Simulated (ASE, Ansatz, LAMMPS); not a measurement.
# Convergence of a linear-scaling basis for (8,0) carbon nanotube bundle (64 atoms), part 2 of 2

Aim: test how closely localised support functions follow the reference on (8,0) carbon nanotube bundle (64 atoms), and at what cost. A setting counts as converged where the r.m.s. difference of forces stays under 1 % of the r.m.s. force.

Ansatz 0.2.0; Kohn-Sham DFT, PBE+D4, PAW (set soft_2), plane waves.

So far. Step 2 (Plane-wave single point): Löwdin charges run from +0.02 to +0.05 e, about a mean that is the spilled charge alone. Within 0.4 eV of the Fermi level the largest share is C p (97 % of the projected weight).

## 3. Distances and neighbours (continued)

A closer look about C50, which bears the longest force: 13 atoms, nearest first, numbered in the order of the input, with positions taken from that point.

```
atom      x      y      z  distance (Å)  bonds  Löwdin charge (e)     Fx     Fy  Fz (eV/Å)
 C50   0.00   0.00   0.00          0.00      3               0.04  -1.19  -8.29      -4.17
 C49   0.20   1.08   0.64          1.27      3               0.04   0.65   5.50       5.74
 C47  -0.03  -0.08  -1.43          1.44      3               0.04  -0.05   0.59      -0.52
 C53   0.24  -1.30   0.67          1.49      3               0.05  -2.13   3.06       1.97
 C46   0.83   2.13  -0.01          2.29      3               0.03   2.31   2.79      -1.61
 C12   0.17   1.10   2.12          2.40      3               0.04   0.29   1.25      -3.28
 C54   0.85  -2.30  -0.04          2.45      3               0.03   1.44  -1.06      -0.16
 C44   0.16   1.13  -2.18          2.46      3               0.03   0.49   0.18       1.55
 C16   0.18  -1.27   2.10          2.46      3               0.02   1.20  -1.18      -0.59
 C48   0.23  -1.30  -2.14          2.52      3               0.04  -1.96   3.06      -2.33
 C43   0.85   2.18  -1.43          2.74      3               0.04  -0.26  -0.48      -0.11
 C15   0.01  -0.05   2.79          2.79      3               0.05  -1.09  -2.56       2.71
 C51   0.90  -2.24  -1.45          2.82      3               0.05   0.50  -2.45       0.95
```

The column of bonds counts only the pairs C-C within 1.85 Å; other neighbours, such as metal atoms beside each other in a compound, aren't counted, and periodic images can show an atom twice.

## 4. Support functions medium

The cell is solved in localised support functions. The level medium gives here a grid of 48×48×48 points and a radius of 3.44 Å.

This step: Kohn-Sham DFT, PBE+D4, PAW (set soft_2), localised support functions (medium) (Ansatz 0.2.0).

Contents of input.yaml:

```yaml
crystal:
  lattice:
    - [9.56434, 0.0, 0.0]
    - [-4.78217, 8.28296, 0.0]
    - [0.0, 0.0, 8.52169]
  atoms:
    [... the 64 atom lines of step 2 ...]
kpoints:
  mp_grid: { grid: [2, 2, 2] }
hamiltonian:
  xc: pbe
  dispersion: d4
scf:
  occupations: { method: gaussian, width: 0.025 }
  eigensolver: { kind: { support_functions: { accuracy: medium } } }
  max_iter: 150
output:
  forces: true
  eigenvalues: true
```

On the command line:

```
ansatz run input.yaml --threads 8 --pin off --max-ram 15872MiB --backend cpu --events-out ev --progress --plain --runs-dir out
```

Numbers of over 12 decimals in the logs are rounded to 6 here.

The program printed:

```text
Warning: scf.eigensolver.kind.support_functions: disabling space-group detection — the functions' gradient is summed over unrotated k-points, so no spatial operation reduces the k-mesh or symmetrises the density; time reversal is kept, so that k and −k are solved as one point where they differ and the mesh holds both, and exact exchange and, on two spinor components, a DFT+U term hold to it where the run has them: [...]
settings of this run that can trade accuracy for cost: scf.eigensolver.kind.support_functions [...]
[...]
Crystal: 64 atoms, lattice volume = 675.097 Å³
Basis set: ecut = 420 eV, 13193 PW (Γ), exchange–correlation on 128×128×120 points (8 copies of the dense FFT grid, shifted against one another)
Bands: 154, of which v1, the nominal top of the filled ones, is band 128 counted from 1 (127 counted from 0)
Symmetry: 1 space group operations
k-points: 8
[...]
Eigensolver: Support functions (medium, 48×48×48 points, laid for a spacing of at most 0.228497 Å, radius 3.438927 Å, 9 sites without an atom, 1 species' potentials softened for the grid, 1 wholly corrected for its errors in the mean over positions, 1 with the egg-box correction, energy correction by stochastic trace)
[...]
SCF iter   1: F=—  HF=-16066.566806 eV  |F-HF|=—  |Δ(HF+E_count)|=         —  Δρ=1.01e-1  dr2=6.84e1  ethr=1.00e-1
[...]
SCF iter  13: F=-16051.735900 eV  HF=-16051.735900 eV  |F-HF|=4.28e-8  |Δ(HF+E_count)|=   8.78e-7  Δρ=4.17e-6  dr2=2.02e-7  ethr=5.22e-10
SCF 1 converged in 13 iterations: F = -16051.742891 eV  dr2 = 2.02e-7
[...]
SCF converged after 13 iterations
Stability not checked: this state was not tested for a lower state beside it, because the mixer in use, unlike msr1, does not test its closes by its own steps (another_mixer; see scf.mixing.algorithm and scf.lower_state_search)
Free energy (F): -16051.742891 eV
[...]
Internal energy: -16051.742032 eV  (E = F + TS)
E sigma→0 (E₀):  -16051.742461 eV
Entropy (-TS):   -0.000859 eV (-0.013 meV/atom)
Fermi energy:    5.231712 eV
[...]
--- Forces (eV/Å), atoms counted from 1 ---
  atom   1  C      0.41389115    -0.44480661    -0.34777877
  atom   2  C      0.31403711     2.63745080     4.21556239
  atom   3  C     -2.25250483     0.98750789    -0.08642609
  atom   4  C      2.16312650    -0.41115777     2.68105787
  atom   5  C      1.68417199    -2.29017176    -1.13276666
  atom   6  C      0.34537150     0.19716849    -1.20626063
  atom   7  C      0.65723072     0.00445692    -2.20587251
  atom   8  C     -1.81654953    -0.69695432    -0.21519961
  atom   9  C      1.15846534    -0.00252009    -3.40919090
  atom  10  C     -0.48948454     0.83314413     1.95588177
  atom  11  C      1.66660770     3.07583164     0.19595930
  atom  12  C      0.28780036     1.25040445    -3.27964067
  atom  13  C      1.18614637     0.31256669    -1.88931231
  atom  14  C     -1.59714140    -1.61735109     1.44400895
[...]
atom  63  C     -0.56212144     0.42731446    -2.65096531
  atom  64  C      1.66519949    -2.26753746    -2.12954586
  max |Σ_I F_I| component: 9.01e-4 eV/Å
--- Band table (eV; the first three rows and the last of 8) ---
[...]
```

Elapsed: 32 s, on 8 threads of AMD EPYC 9R45, shared host; peak memory 2.3 GiB.

The program notes that the band table was not solved further than the SCF left it and it switched symmetry off.

Keys that differ from the reference: support_functions.accuracy = "medium" and scf.max_iter = 150.

Forces differ from the reference by 1.3 meV/Å r.m.s., 0.070 % of their size, well within a tolerance of 1 %; the energy by -3.7 meV/atom. It took 32 s and 13 cycles; the reference's time can't be set against it, since the two runs asked for unlike analyses.

## 5. All settings compared

Each row is set against the plane-wave reference (Kohn-Sham DFT, PBE+D4, PAW (set soft_2), plane waves; r.m.s. force component 1.92 eV/Å). Energies are set beside the reference only for runs with its functional, potentials and electron count. Times are for 8 threads of AMD EPYC 9R45, shared host. The reference's time includes the DOS, the stress and grids, which some other runs skip.

```
                     run  Δ force, r.m.s. (meV/Å)  share of r.m.s. force (%)  Δ energy (meV/atom)  cycles   time  host memory (GiB)
               reference                        -                          -                    -       8  8.4 s                4.7
support functions medium                     1.35                     0.0701                -3.70      13   32 s                2.3
```

## 6. Outcome

```yaml
free_energy_per_atom: -250.8048 eV/atom
density: 1.891 g/cm³
pressure: 7.006 GPa
r_m_s_force_component: 1.921 eV/Å
wall_time_of_the_2_dft_runs: 41 s
```

What this shows: Against plane waves at 420 eV, the forces differ by 1.3 meV/Å (0.070 %) with support functions medium. At 64 atoms the run with support functions medium takes roughly 3.9 times the time of plane waves (whose run also made extra analyses, so the like-for-like ratio is larger), in 13 SCF cycles against 8. Differences between support functions and plane waves include what basis error the plane-wave run still has.

Counting bands leaves a spacing of only 0.059 eV (on the run's k-points), which the smearing bridges: 2 levels are partly filled by over 2 %, so a gap, if any, is small at this level. With the cutoffs above, all C atoms have 3 bonded neighbours.

Caveats: The geometry was built by rule, was displaced at random and isn't relaxed at this level: its force components are 1.9 eV/Å r.m.s. The stress is far from hydrostatic: its diagonal is 6.3, 10.1, 4.6 GPa, compression counted positive. The pressure of 7.0 GPa belongs to a cell and atoms that aren't relaxed at this level.

[Logs are printed without paths, hosts, clocks, repeated set-up lines and the standing remarks that a program may print on its own settings, such as how far it seeks lower states.]

[Hosts, paths, dates, database ids (printed as entryN), source tags and the programs' standing remarks are cut or masked in the printed files.]
